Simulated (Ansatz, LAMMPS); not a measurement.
# Relaxing amorphous 25SiO2-75GeO2 (mol %) (96 atoms)

Wanted: the relaxed structure of amorphous 25SiO2-75GeO2 (mol %) (96 atoms) and its electronic structure.

Method: Kohn-Sham DFT, PBE, PAW (set soft_2), plane waves, in Ansatz 0.2.0.

**1. The starting structure**

The cell holds 96 atoms: 8 Si, 24 Ge and 64 O. Cell: a = 11.460 Å, b = 11.460 Å, c = 11.460 Å, α = 90.0°, β = 90.0°, γ = 90.0°. 96 atoms (8 Si, 24 Ge, 64 O) placed at random at 3.3 g/cm³, melted at 5000 K for 10 ps at fixed volume with the Morse and Coulomb pair potential with partial charges (Pedone, Malavasi, Menziani, Cormack and Segre, J. Phys. Chem. B 110, 11780 (2006)). Quenched from 5000 K to 300 K at 50 K/ps and fixed volume, held 5 ps, then minimised at fixed cell.

Limits known from the start: The quench rate of 50 K/ps is many orders above laboratory rates, so the cell is likely richer in defects and strain than a real sample. The network of bonds at the start is that of the classical potential that made the cell. The Brillouin zone is sampled at Γ only, in a cell whose shortest periodic width is 11 Å.

**2. The classical run that made the cell**

A classical potential makes the cell, at a small fraction of what the same run would cost in DFT.

This step: classical MD, Morse and Coulomb pair potential with partial charges (Pedone, Malavasi, Menziani, Cormack and Segre, J. Phys. Chem. B 110, 11780 (2006)) (LAMMPS 22 Jul 2025 - Update 4).

File in.lmp:

```
# melt-quench of Si8Ge24O64
units metal
atom_style charge
boundary p p p
region box block 0 11.4603 0 11.4603 0 11.4603
create_box 3 box
mass 1 28.0850   # Si
mass 2 72.6300   # Ge
mass 3 15.9990   # O
create_atoms 1 random 8 39565 NULL overlap 1.5 maxtry 2000
create_atoms 2 random 24 39572 NULL overlap 1.5 maxtry 2000
create_atoms 3 random 64 39579 NULL overlap 1.5 maxtry 2000
pair_style hybrid/overlay pedone 5.5 coul/long 8.0
pair_coeff * * coul/long
pair_coeff 1 3 pedone 0.340554 2.006700 2.100000 1   # Si-O
pair_coeff 2 3 pedone 0.158118 2.294230 2.261313 5   # Ge-O
pair_coeff 3 3 pedone 0.042395 1.379316 3.618701 22   # O-O
set type 1 charge 2.4
set type 2 charge 2.4
set type 3 charge -1.2
kspace_style pppm 1.0e-4
neigh_modify delay 0 every 1 check yes
thermo_style custom step time temp pe press density
thermo_modify norm yes
timestep 0.002
thermo 100
min_style cg
minimize 1e-4 1e-4 200 2000
reset_timestep 0
velocity all create 5000 39566 mom yes dist gaussian
fix lim all nve/limit 0.05
fix lan all langevin 5000 5000 0.2 39567 zero yes
thermo 500
run 1000 post no
# [... 10 lines left out ...]
thermo 1250
fix md all nvt temp 300 300 0.2
run 2500 post no
unfix md
thermo 100
min_style cg
minimize 0 1e-3 2000 20000
write_dump all custom glass.dump id type xs ys zs modify sort id
```

Run with:

```console
> lmp -in in.lmp -log none -nocite
```

Numbers of over 12 decimals in the logs are rounded to 6 here.

Log:

```text
LAMMPS (22 Jul 2025 - Update 4)
Created orthogonal box = (0 0 0) to (11.4603 11.4603 11.4603)
Created 8 atoms
Created 24 atoms
Created 64 atoms
PPPM initialization ...
  G vector (1/distance) = 0.37773175
  grid = 12 12 12
  estimated relative force accuracy = 7.8497095e-05
   Step          Time           Temp          PotEng         Press         Density
         0   0              0             -1.1726879      492559.79      3.3005352
        81   0.162          0             -16.618082     -23080.508      3.3005352
Loop time of 0.043763 s on 1 MPI rank(s) for 81 steps with 96 atoms
Minimization stats:
  Stopping criterion = energy tolerance
  Energy initial, next-to-last, final =
     -1.17268787765019   -16.616506529563  -16.6180818789449
  Force two-norm initial, final = 334.21222 2.3834549
  Iterations, force evaluations = 81 105
   Step          Time           Temp          PotEng         Press         Density
[... 12 lines left out ...]
[... 1 line left out ...]
Loop time of 1.78925 s on 1 MPI rank(s) for 5000 steps with 96 atoms
   Step          Time           Temp          PotEng         Press         Density
[... 12 lines left out ...]
Loop time of 15.9397 s on 1 MPI rank(s) for 47000 steps with 96 atoms
   Step          Time           Temp          PotEng         Press         Density
[... 2 lines left out ...]
     55000   110            280.7575      -16.820035     -935.13872      3.3005352
     55500   111            289.92048     -16.819272     -4816.826       3.3005352
Loop time of 0.77956 s on 1 MPI rank(s) for 2500 steps with 96 atoms
   Step          Time           Temp          PotEng         Press         Density
     55500   111            289.92048     -16.819272     -4816.826       3.3005352
     55516   111.032        289.92048     -16.854305     -641.46286      3.3005352
Loop time of 0.0247661 s on 1 MPI rank(s) for 16 steps with 96 atoms
Minimization stats:
  Stopping criterion = linesearch alpha is zero
  Energy initial, next-to-last, final =
     -16.8192722012499  -16.8543052194387  -16.8543052194387
  Force two-norm initial, final = 12.551186 0.54175243
  Iterations, force evaluations = 16 65
```

The job ended after 19 s (1 thread of Arm Neoverse V2, shared host; peak memory 0.072 GiB).

**3. Single point at the start**

The forces at the start show how far the geometry lies from a minimum of this functional.

File input.yaml:

```yaml
crystal:
  lattice:
    - [11.4603, 0.0, 0.0]
    - [0.0, 11.4603, 0.0]
    - [0.0, 0.0, 11.4603]
  atoms:
    - { symbol: Si, position: [0.71608, 0.83564, 0.73051] }
    - { symbol: Si, position: [0.10331, 0.73101, 0.26866] }
    - { symbol: Si, position: [0.62545, 0.16309, 0.21015] }
    - { symbol: Si, position: [0.52295, 0.63691, 0.24822] }
    - { symbol: Si, position: [0.31434, 0.74103, 0.86766] }
    - { symbol: Si, position: [0.39909, 0.88858, 0.46158] }
    - { symbol: Si, position: [0.53609, 0.62457, 0.75262] }
    - { symbol: Si, position: [0.61965, 0.28128, 0.4669] }
    - { symbol: Ge, position: [0.27192, 0.95748, 0.22382] }
    - { symbol: Ge, position: [0.3535, 0.2183, 0.18628] }
    - { symbol: Ge, position: [0.82936, 0.45347, 0.40496] }
    - { symbol: Ge, position: [0.25573, 0.34479, 0.95026] }
    - { symbol: Ge, position: [0.92208, 0.9927, 0.4662] }
    - { symbol: Ge, position: [0.87554, 0.19522, 0.07211] }
    - { symbol: Ge, position: [0.03078, 0.10101, 0.71718] }
    - { symbol: Ge, position: [0.89832, 0.71951, 0.53849] }
    - { symbol: Ge, position: [0.73574, 0.5049, 0.12155] }
    - { symbol: Ge, position: [0.48385, 0.50814, 0.49355] }
    - { symbol: Ge, position: [0.25268, 0.64014, 0.49397] }
    - { symbol: Ge, position: [0.68743, 0.40077, 0.85745] }
    - { symbol: Ge, position: [0.09708, 0.62216, 0.73375] }
    - { symbol: Ge, position: [0.8837, 0.74658, 0.11444] }
    - { symbol: Ge, position: [0.30218, 0.12029, 0.60241] }
    - { symbol: Ge, position: [0.62614, 0.88312, 0.16854] }
    - { symbol: Ge, position: [0.91073, 0.93954, 0.92106] }
    - { symbol: Ge, position: [0.64433, 0.01417, 0.53981] }
    - { symbol: Ge, position: [0.97283, 0.36009, 0.83497] }
    - { symbol: Ge, position: [0.28009, 0.34957, 0.41048] }
    - { symbol: Ge, position: [0.28494, 0.60155, 0.10148] }
    - { symbol: Ge, position: [0.01639, 0.23964, 0.32928] }
    - { symbol: Ge, position: [0.42835, 0.95696, 0.96993] }
    - { symbol: Ge, position: [0.4743, 0.20607, 0.81916] }
    - { symbol: O, position: [0.92526, 0.33886, 0.39705] }
    - { symbol: O, position: [0.6236, 0.1637, 0.53914] }
    - { symbol: O, position: [0.27423, 0.47846, 0.01956] }
    - { symbol: O, position: [0.97821, 0.23844, 0.7379] }
    - { symbol: O, position: [0.36706, 0.90316, 0.32661] }
    - { symbol: O, position: [0.37051, 0.31001, 0.85935] }
    - { symbol: O, position: [0.95431, 0.82647, 0.01001] }
    - { symbol: O, position: [0.32457, 0.9894, 0.52963] }
    - { symbol: O, position: [0.60542, 0.27851, 0.82326] }
    - { symbol: O, position: [0.87311, 0.05661, 0.00987] }
    - { symbol: O, position: [0.99749, 0.69377, 0.64805] }
    - { symbol: O, position: [0.91085, 0.29487, 0.96794] }
    - { symbol: O, position: [0.39086, 0.61396, 0.20793] }
    - { symbol: O, position: [0.5054, 0.36162, 0.49301] }
    - { symbol: O, position: [0.80293, 0.87442, 0.8345] }
    - { symbol: O, position: [0.00907, 0.00667, 0.83148] }
    - { symbol: O, position: [0.53118, 0.92794, 0.48693] }
    - { symbol: O, position: [0.94556, 0.84288, 0.46135] }
    - { symbol: O, position: [0.95583, 0.03393, 0.60568] }
    - { symbol: O, position: [0.77182, 0.00309, 0.45956] }
    - { symbol: O, position: [0.41046, 0.65846, 0.80486] }
    - { symbol: O, position: [0.12399, 0.32665, 0.88986] }
    - { symbol: O, position: [0.62452, 0.23244, 0.33386] }
    - { symbol: O, position: [0.3173, 0.70868, 0.0039] }
    - { symbol: O, position: [0.56021, 0.77101, 0.24448] }
    - { symbol: O, position: [0.73822, 0.20052, 0.13847] }
    - { symbol: O, position: [0.14435, 0.31886, 0.35273] }
    - { symbol: O, position: [0.41726, 0.14838, 0.69286] }
    - { symbol: O, position: [0.03413, 0.50317, 0.79422] }
    - { symbol: O, position: [0.97149, 0.21811, 0.18736] }
    - { symbol: O, position: [0.78832, 0.46838, 0.2588] }
    - { symbol: O, position: [0.8297, 0.61313, 0.07543] }
    - { symbol: O, position: [0.17389, 0.10872, 0.67579] }
    - { symbol: O, position: [0.1588, 0.86074, 0.24531] }
    - { symbol: O, position: [0.82246, 0.40899, 0.79756] }
    - { symbol: O, position: [0.62717, 0.02203, 0.22523] }
    - { symbol: O, position: [0.36275, 0.87231, 0.86341] }
    - { symbol: O, position: [0.60648, 0.57149, 0.15972] }
    - { symbol: O, position: [0.97, 0.73003, 0.23522] }
    - { symbol: O, position: [0.2777, 0.2522, 0.06608] }
    - { symbol: O, position: [0.78274, 0.77405, 0.61922] }
    - { symbol: O, position: [0.36115, 0.32983, 0.28693] }
    - { symbol: O, position: [0.76396, 0.8312, 0.14683] }
    - { symbol: O, position: [0.49701, 0.18771, 0.15772] }
    - { symbol: O, position: [0.51082, 0.57896, 0.61884] }
    - { symbol: O, position: [0.53656, 0.58028, 0.37652] }
    [... 12 atom lines left out ...]
    - { symbol: O, position: [0.54907, 0.89693, 0.03887] }
    - { symbol: O, position: [0.15002, 0.68037, 0.3937] }
    - { symbol: O, position: [0.29071, 0.24083, 0.51156] }
    - { symbol: O, position: [0.33062, 0.96229, 0.08602] }
    - { symbol: O, position: [0.18644, 0.70916, 0.81984] }
    - { symbol: O, position: [0.19755, 0.5941, 0.62205] }
kpoints:
  mp_grid: { grid: [1, 1, 1] }
hamiltonian:
  xc: pbe
scf:
  occupations: { method: fermi_dirac, width: 0.025 }
output:
  forces: true
```

Run with:

```console
> ansatz run input.yaml --threads 4 --pin off --max-ram 8192MiB --backend cpu --events-out ev --progress --plain --runs-dir out
```

Log:

```text
Engine: ansatz 0.2.0, aarch64-unknown-linux-gnu
Pseudopotentials: kind: paw
Pseudopotential: Si, paw, valence charge 4, recommended cutoff 420 eV (normal), Si.paw.azcp
Pseudopotential: Ge, paw, valence charge 14, recommended cutoff 420 eV (normal), Ge.paw.azcp
Pseudopotential: O, paw, valence charge 6, recommended cutoff 420 eV (normal), O.paw.azcp
Functional definition: PBE
  parameter kappa = 0.804
  parameter beta = 0.066725
  exchange = pbe_x(kappa = kappa, mu = beta*pi^2/3)
  correlation = pbe_c(beta = beta)
Crystal: 96 atoms, lattice volume = 1505.178 Å³
Basis set: ecut = 420 eV, 29423 PW (Γ), exchange–correlation on 160×160×160 points (8 copies of the dense FFT grid, shifted against one another)
Bands: 472, of which v1, the nominal top of the filled ones, is band 376 counted from 1 (375 counted from 0)
Symmetry: 1 space group operations
Space group: P1 (ITA 1), of the structure as read, at distance tolerance 1.1e-4 Å
k-points: 1
Non-local potential: Si, projectors of the file, l = 0: 2, l = 1: 2, l = 2: 2
Non-local potential: Ge, projectors of the file, l = 0: 2, l = 1: 2, l = 2: 3, l = 3: 1
Non-local potential: O, projectors of the file, l = 0: 2, l = 1: 2, l = 2: 1
PAW form: soft (Blöchl's): semilocal exchange-correlation on the pseudo side does not see the compensation charge
PAW one-centre angular grid: Si, 110 points (default); XC on 64 Gauss nodes
PAW one-centre angular grid: Ge, 590 points (default); XC on 64 Gauss nodes
PAW one-centre angular grid: O, 110 points (default); XC on 64 Gauss nodes
Initial density: superposition of atomic densities (neutral atoms: chi_scale 0, normalization atom), corrected by the library's trained network
Initial wavefunctions: pseudopotential atomic-orbital guess
Functional: x = pbe(κ = 0.804, μ = 0.219515), c = pbe(β = 0.066725)
SCF iter   1: F=—  HF=-144488.642082 eV  |F-HF|=—  |Δ(HF+E_count)|=         —  Δρ=2.78e-3  dr2=1.89e-1  ethr=1.77e-3  ⟨swp⟩=5.0  Hψ=1769  notcnv=0  defer=74
preconditioner: auto → Resta (q_TF=auto, 2.430 Å⁻¹)  ε∞=2.7  [insulator: Δε(μ)=2.074 eV  Ē_g=20.416 eV  σ=0.025 eV  W_gap=1.00  n_scr=364 (ndim 8)  ℏωp=26.2 eV  f_vac=0.281  D(μ)=0.00/eV (n_scr^D=0)  ε∞_Penn≈2.7]
SCF iter   2: F=—  HF=-144488.630059 eV  |F-HF|=—  |Δ(HF+E_count)|=   1.20e-2  Δρ=1.50e-3  dr2=3.88e-2  ethr=2.51e-5  ⟨swp⟩=2.0  Hψ=808  notcnv=0  defer=87
SCF iter   3: F=—  HF=-144488.626009 eV  |F-HF|=—  |Δ(HF+E_count)|=   4.05e-3  Δρ=6.93e-4  dr2=9.56e-3  ethr=5.15e-6  ⟨swp⟩=2.0  Hψ=770  notcnv=0  defer=51
automatic band count: iteration 3 solves 436 bands in place of 472: the levels show a gap, and the empty bands left out lie too high to hold charge; the band table lists the bands solved (type scf.n_extra_bands for more)
SCF iter   4: F=—  HF=-144488.624593 eV  |F-HF|=—  |Δ(HF+E_count)|=   1.42e-3  Δρ=2.19e-4  dr2=8.24e-4  ethr=1.27e-6  ⟨swp⟩=2.0  Hψ=649  notcnv=0  defer=51
SCF iter   5: F=—  HF=-144488.624630 eV  |F-HF|=—  |Δ(HF+E_count)|=   3.78e-5  Δρ=1.32e-4  dr2=2.25e-4  ethr=1.10e-7  ⟨swp⟩=2.0  Hψ=755  notcnv=0  defer=51
SCF iter   6: F=—  HF=-144488.624543 eV  |F-HF|=—  |Δ(HF+E_count)|=   8.74e-5  Δρ=3.30e-5  dr2=1.65e-5  ethr=2.99e-8  ⟨swp⟩=2.0  Hψ=755  notcnv=0  defer=51
SCF iter   7: F=—  HF=-144488.624838 eV  |F-HF|=—  |Δ(HF+E_count)|=   2.95e-4  Δρ=1.45e-5  dr2=3.13e-6  ethr=2.19e-9  ⟨swp⟩=2.0  Hψ=812  notcnv=0  defer=51
SCF iter   8: F=—  HF=-144488.624840 eV  |F-HF|=—  |Δ(HF+E_count)|=   2.00e-6  Δρ=7.48e-6  dr2=7.39e-7  ethr=4.16e-10  ⟨swp⟩=2.0  Hψ=761  notcnv=0  defer=51
SCF iter   9: F=-144488.624840 eV  HF=-144488.624840 eV  |F-HF|=2.46e-8  |Δ(HF+E_count)|=   7.95e-9  Δρ=2.14e-6  dr2=6.58e-8  ethr=1.33e-11  ⟨swp⟩=3.0  Hψ=1576  notcnv=0
SCF 1 converged in 9 iterations: F = -144488.624840 eV  dr2 = 6.58e-8
  greatest PAW one-centre occupation: 0.999 electrons in one spin orbital (limit 2), on the Ge atom at site 26 (counted from 0), in its partial waves of l = 2
SCF converged after 9 iterations
Free energy (F): -144488.624840 eV
Harris-Foulkes:  -144488.624840 eV  (|F-HF|=2.46e-8)
Internal energy: -144488.624840 eV  (E = F + TS)
E sigma→0 (E₀):  -144488.624840 eV
Fermi energy:    3.822412 eV
--- Per-component energies (eV) ---
  E_band       = -7409.851451
  E_kinetic    = 14349.241451
  E_local      = -112163.949098  (includes V_loc(G=0)·N_el)
  E_nonlocal   = 13529.437553
  E_hartree    = 47469.178412
  E_xc         = -6934.842605
  E_vxc        = -7902.843519  (∫ρ·V_xc dr)
  E_paw        = -62924.574313  (= ΣΔE_a)
  E_vpaw       = -10160.249837  (= ΣTr[D̂ρ^β])
  E_aug_tail   = 0.171409  (compensation charges beyond the density's cutoff)
  E_ewald      = -37813.287649
  E_smearing   = -0.000000  (= −TS)
  E_closure    = 0.000000  (closes the sum)
  Σ components = -144488.624840   (vs F -144488.624840, Δ=0.00e0)
--- Forces (eV/Å), atoms counted from 1 ---
  atom   1  Si     1.15659210    -0.49422155    -1.19159831
  atom   2  Si     2.90621860     0.13741276    -1.04571712
  atom   3  Si    -0.40574206    -0.46953619     0.77087215
  atom   4  Si     0.00155631    -0.15316328    -1.09064073
  atom   5  Si     0.61360891    -1.31360329     0.69076216
  atom   6  Si    -1.17447382     0.93174513    -0.03918815
  atom   7  Si     0.18549440     0.27360398     0.14064600
  atom   8  Si     0.98206097     0.17654529    -2.32190376
  atom   9  Ge     0.83034996    -0.18137650    -0.17073738
  atom  10  Ge     0.18630764    -0.68583500    -0.01235875
  atom  11  Ge    -0.13519265    -0.15511598    -1.15890772
  atom  12  Ge     0.08761788     0.30481770     0.21569155
  atom  13  Ge    -0.37162935     0.69676958     1.06742180
  atom  14  Ge     0.21686495    -0.36002445    -0.31695548
[...]
atom  95  O     -0.78465467     0.83041773     0.18194848
  atom  96  O      0.99369114    -1.26920726    -0.07166476
  max |Σ_I F_I| component: 1.16e-4 eV/Å
```

Wall time 16 s (4 threads of Arm Neoverse V2, shared host); peak memory 2.1 GiB; 60 s of CPU time.

Numbers from this run:

```yaml
free_energy: -144488.6248 eV
free_energy_per_atom: -1505.0898 eV/atom
scf_cycles: 9
r_m_s_force_component: 0.7288 eV/Å
longest_force: 3.092 eV/Å
fermi_energy: 3.822 eV
```

The r.m.s. force component of 0.73 eV/Å sets the starting point.

Neighbours are counted within 2.23 Å (O-Ge), 2.02 Å (O-Si).

Length of the force by element and coordination:

| element | coordination | atoms | mean length of the force (eV/Å) | spread | least | most |
| --- | --- | --- | --- | --- | --- | --- |
| Ge | all | 24 | 0.964 | 0.410 | 0.384 | 1.76 |
| Ge | 4 | 23 | 0.954 | 0.417 | 0.384 | 1.76 |
| Ge | 5 | 1 | 1.18 | 0 | 1.18 | 1.18 |
| O | all | 64 | 1.16 | 0.469 | 0.182 | 2.11 |
| O | 2 | 63 | 1.17 | 0.462 | 0.182 | 2.11 |
| O | 3 | 1 | 0.389 | 0 | 0.389 | 0.389 |
| Si | all | 8 | 1.61 | 0.812 | 0.359 | 3.09 |

(Part 1 of 4 ends here.)

[Logs are printed without paths, hosts, clocks, repeated set-up lines and the standing remarks that a program may print on its own settings, such as how far it seeks lower states.]

[Hosts, paths, dates, database ids (printed as entryN), source tags and the programs' standing remarks are cut or masked in the printed files.]
